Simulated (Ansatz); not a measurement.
# ScTeN3 (model cell, started as cubic perovskite with Te in the octahedra): a soft mode frozen in, part 2 of 2

Aim: this structure of ScTeN3 (model cell, started as cubic perovskite with Te in the octahedra) is to be tested for unstable modes, and one is followed downhill.

Ansatz 0.2.0; DFT PBEsol, scalar-relativistic, plane waves, PAW; PAW set soft_1.

So far. Step 4 (The mode frozen in, largest atomic shift 0.6 Å): The run ends at a pressure of -5.80 GPa, with forces up to 0.68 eV/Å. Step 5 (Energy along the mode, all amplitudes (two of the runs …): The lowest of the steps tried is the last one, at 0.6 Å, 315 meV/atom below the parent; the bottom of the well need not coincide with a step.

The structure was built from a prototype and need not be the compound's stable phase.

### 7. The new phase in its own primitive cell

The relaxed structure is symmetrised, reduced to its primitive cell and relaxed tightly, as its phonons need.

input.yaml

```yaml
crystal:
  lattice:
    - [-2.6866627547, 2.6866627547, 3.9877636857]
    - [2.6866627547, -2.6866627547, 3.9877636857]
    - [2.6866627547, 2.6866627547, -3.9877636857]
  atoms:
    - { symbol: Sc, position: [0.75, 0.25, 0.5] }
    - { symbol: Sc, position: [0.25, 0.75, 0.5] }
    - { symbol: Te, position: [0.0, 0.0, 0.0] }
    - { symbol: Te, position: [0.5, 0.5, 0.0] }
    - { symbol: "N", position: [0.3382525244, 0.8382525244, 0.1765050487] }
    - { symbol: "N", position: [0.6617474756, 0.1617474756, 0.8234949513] }
    - { symbol: "N", position: [0.25, 0.25, 0.0] }
    - { symbol: "N", position: [0.75, 0.75, 0.0] }
    - { symbol: "N", position: [0.8382525244, 0.6617474756, 0.5] }
    - { symbol: "N", position: [0.1617474756, 0.3382525244, 0.5] }
kpoints:
  mp_grid: { grid: [8, 8, 8] }
hamiltonian:
  xc: pbesol
  pseudopotentials: { kind: paw, azcp: { folder: soft_1 }, xc_functional: pbe }
scf:
  occupations: { method: methfessel_paxton, width: 0.2 }
output:
  forces: true
  stress: true
  eigenvalues: true
relax:
  adjacent_minimum: "off"
  f_tol: 0.001
  max_steps: 60
  cell: { stress_tol: 0.01 }
```

The run is started by

```
> ansatz run input.yaml --threads 8 --pin off --max-ram 16384MiB --backend cpu --events-out ev --progress --plain --runs-dir out
```

The job ended after 9.4 s (8 threads of AMD EPYC 7R32 (Zen 2), shared host; peak memory 0.83 GiB; 66 s of CPU time).

Little changed from the start: no atom moved by 0.005 Å and no cell edge by 0.1 %.

Numbers from this step:

```yaml
pressure: -7.26e-4 GPa
gap_on_the_k_mesh: 0.06268 eV
direct_gap_on_mesh: 0.2576 eV
```

The largest force component left is 0.24 meV/Å and the pressure is -0.001 GPa, within the tolerances set. The cell now holds 11.51 Å³/atom.

### 8. Modes of the new phase, k-mesh 8×8×8

A relaxed structure may still be a saddle point, so its zone-centre modes are computed. No field response is asked, and the gap on the mesh is small against the smearing.

input.yaml: that of step 7 with these lines changed.

```diff
@@ -24,9 +24,4 @@
 output:
-  forces: true
-  stress: true
   eigenvalues: true
-relax:
-  adjacent_minimum: "off"
-  f_tol: 0.001
-  max_steps: 60
-  cell: { stress_tol: 0.01 }
+phonons:
+  method: dfpt
```

Wall time 5.7 min (8 threads); peak memory 5 GiB; 40 min of CPU time.

This step gave:

| Quantity | Value |
| --- | --- |
| sum-rule residual before enforcement | 2.99e-5 eV/Å² |
| point group | 4/mmm |
| highest optical mode at the zone centre (no LO-TO term) | 844.7 cm⁻¹ |
| lowest optical zone-centre mode | -320.4 cm⁻¹ |

Patterns of degenerate modes are one choice out of their space. Modes at Γ, with each element's share of the kinetic energy (negative means imaginary):

| mode | frequency (cm⁻¹) | symmetry | Sc % | Te % | N % |
| --- | --- | --- | --- | --- | --- |
| 1 | -320.4 | Eg | 15 | 0 | 85 |
| 2 | -320.4 | Eg | 15 | 0 | 85 |
| 3 | -228.1 | Eu | 24 | 0 | 76 |
| 4 | -228.1 | Eu | 24 | 0 | 76 |
| 5 | 0.0 | acoustic | 21 | 59 | 20 |
| 6 | 0.0 | acoustic | 21 | 59 | 20 |
| 7 | 0.0 | acoustic | 21 | 59 | 20 |
| 8 | 178.8 | B2g | 100 | 0 | 0 |
| 9 | 186.6 | Eg | 78 | 0 | 22 |
| 10 | 186.6 | Eg | 78 | 0 | 22 |
| 11 | 198.8 | A2u | 78 | 13 | 9 |
| 12 | 215.2 | Eu | 49 | 36 | 15 |
| 13 | 215.2 | Eu | 49 | 36 | 15 |
| 14 | 260.4 | Eu | 5 | 84 | 11 |
| 15 | 260.4 | Eu | 5 | 84 | 11 |
| 16 | 287.1 | A2u | 1 | 24 | 75 |
| 17 | 300.7 | A1u | 0 | 100 | 0 |
| 18 | 366.8 | B1u | 0 | 0 | 100 |
| 19 | 391.8 | Eu | 1 | 16 | 83 |
| 20 | 391.8 | Eu | 1 | 16 | 83 |
| 21 | 418.8 | Eg | 7 | 0 | 93 |
| 22 | 418.8 | Eg | 7 | 0 | 93 |
| 23 | 477.6 | A1g | 0 | 0 | 100 |
| 24 | 562.4 | B2g | 0 | 0 | 100 |
| 25 | 607.1 | B1g | 0 | 0 | 100 |
| 26 | 656.4 | A2g | 0 | 0 | 100 |
| 27 | 720.6 | Eu | 0 | 4 | 95 |
| 28 | 720.6 | Eu | 0 | 4 | 95 |
| 29 | 806.6 | A2u | 0 | 4 | 96 |
| 30 | 844.7 | A2g | 0 | 0 | 100 |

Displacements in mode 2 (-320.4 cm⁻¹), the largest set to 1:
```
Sc1  0.01 -0.27  0.00
Sc2 -0.01  0.27  0.00
Te3  0.00  0.00  0.00
Te4  0.00  0.00  0.00
N5   0.00  0.00 -0.36
N6   0.00  0.00  0.36
N7   0.04  1.00  0.00
N8  -0.04 -1.00  0.00
N9   0.00  0.00  0.40
N10  0.00  0.00 -0.40
```

Displacements in mode 30 (844.7 cm⁻¹), the largest set to 1:
```
Sc1  0.00  0.00  0.00
Sc2  0.00  0.00  0.00
Te3  0.00  0.00  0.00
Te4  0.00  0.00  0.00
N5  -0.33  0.33  0.00
N6   0.33 -0.33  0.00
N7   0.00  0.00  1.00
N8   0.00  0.00 -1.00
N9  -0.33 -0.33  0.00
N10  0.33  0.33  0.00
```

Before it was imposed, the acoustic sum rule was missed by 3.0e-5 eV/Å². Small misses are needed for a sound result but don't prove that mesh and cutoff are converged. The lowest optical mode is imaginary, 320.4i cm⁻¹, so the energy falls along it.

### 9. Summary of results

```
unstable mode of the parent                                                      : q = (-0.5, -0.5, -0.5), 463i cm⁻¹
depth at the lowest point sampled                                                : 315 meV/atom
largest atomic shift at that point                                               : 0.6 Å
space group reached (within 0.01 Å)                                              : I4/mcm
energy gained over the parent (first relaxation, on the mesh of the frozen mode) : 350 meV/atom
volume per atom, phase reached                                                   : 11.5 Å³
gap on the k-mesh, phase reached                                                 : 0.0627 eV
lowest optical zone-centre mode, phase reached                                   : -320 cm⁻¹
highest optical mode at the zone centre (no LO-TO term), phase reached           : 845 cm⁻¹
```

**Reading.** Along this mode the structure falls into I4/mcm, 350 meV/atom below the parent. At the parent's cell the well is 315.4 meV/atom deep on the steps tried, with its lowest point at a shift of 0.6 Å. That is the last step tried, so the steps alone don't bracket the bottom of the well. Relaxing atoms and cell changes the gain by +34.56 meV/atom against the lowest step (energies at zero smearing). The new phase still has an imaginary mode at the zone centre of its cell, so it is a saddle point on the way to a lower structure. Of the 4 patterns followed to their end from this parent, this one ends 169 meV/atom above the lowest, Imma. Each path keeps the symmetry of its pattern, so a lower phase may lie along a pattern not tried. With no gap, or one that is small against the smearing, the frequencies hang on the k mesh and the smearing, most of all near Kohn anomalies. Spin-orbit coupling is left out, which can matter for the heavy elements here. The PAW files were made for PBE and serve the other functionals too. A phonon run warned that its eigensolver left some bands unconverged in a pass. The starting cell was built on a prototype and not taken from a measurement, so the phase need not exist.

[Logs are printed without paths, hosts, clocks, repeated set-up lines and the standing remarks that a program may print on its own settings, such as how far it seeks lower states.]

[Hosts, paths, dates, database ids (printed as entryN), source tags and the programs' standing remarks are cut or masked in the printed files.]
